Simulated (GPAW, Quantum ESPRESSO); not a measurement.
The C K edge of atom 2 in HfC (Fm-3m), with 6 Hf at 2.33 Å (octahedral, site symmetry m-3m), was computed in 2 ways: excited-electron core hole (neutral cell) and no core hole. Program and functional: Quantum ESPRESSO XSpectra, LDA, without spin-orbit coupling, Lorentzian half width 0.3 eV up to 4 eV, rising linearly to 2.5 eV at 25 eV; cells of 2 and 16 atoms (the run without a hole in the smaller).

Each run is counted from its own lowest empty level or Fermi level and scaled to a mean of 1 over its first 20 eV.

```
E (eV)  run 1  run 2
  -2.0   0.04   0.04
  -1.0   0.07   0.07
   0.0   0.33   0.40
   1.0   0.67   0.55
   2.0   0.77   0.62
   3.0   1.10   0.72
   4.0   1.27   0.89
   5.0   1.69   1.08
   6.0   1.13   1.14
   7.0   1.02   0.87
   8.0   1.30   0.99
   9.0   1.55   1.13
  10.0   1.83   1.30
  11.0   1.60   1.63
  12.0   1.30   1.76
  13.0   1.00   1.69
  14.0   0.78   1.36
  15.0   0.65   1.06
  16.0   0.58   0.88
  17.0   0.49   0.74
  18.0   0.42   0.59
  19.0   0.41   0.51
  20.0   0.44   0.50
  21.0   0.47   0.50
  22.0   0.51   0.52
  23.0   0.59   0.56
  24.0   0.66   0.62
  25.0   0.74   0.69
  26.0   0.82   0.78
  27.0   0.87   0.89
  28.0   0.84   0.97
  29.0   0.76   0.98
  30.0   0.66   0.90
  31.0   0.56   0.79
  32.0   0.50   0.70
```

The database entry behind the starting cell differs from later determinations by our own check (about 0.2 % long), so it need not match the best structure at ambient conditions.

**Question.** Which run is which?

Run 1: excited-electron core hole (neutral cell) (area from −2 to 6 eV 6.5, main maxima 1.6 eV (0.83), 2.5 eV (1.08), 3.2 eV (1.19), 5.0 eV (1.69) and 10.2 eV (1.84)). Run 2: no core hole (area from −2 to 6 eV 4.9, main maxima 1.3 eV (0.64), 2.4 eV (0.74), 4.2 eV (0.92), 5.5 eV (1.21) and 12.3 eV (1.77)). With each curve scaled to its own mean, the area from −2 to 6 eV with the hole is 6.5 against 4.9, and the centre of weight from −1 to 20 eV moves by -1.2 eV: the hole pulls the absorber's empty states down.

[Banner, clock and machine lines of the logs are left out without a mark of their own.]

[Logs are printed without paths, hosts, clocks, repeated set-up lines and the standing remarks that a program may print on its own settings, such as how far it seeks lower states.]

[Hosts, paths, dates, database ids (printed as entryN), source tags and the programs' standing remarks are cut or masked in the printed files.]

[Lists of maxima count a maximum above −3 eV only where it reaches 4 % of the highest in the window and stands out from its surroundings by 2 % of it (1.5 % where it reaches 55 %); shoulders and weaker maxima are passed over, and of the rest the first, up to two pre-edge ones and the few strongest are named.]
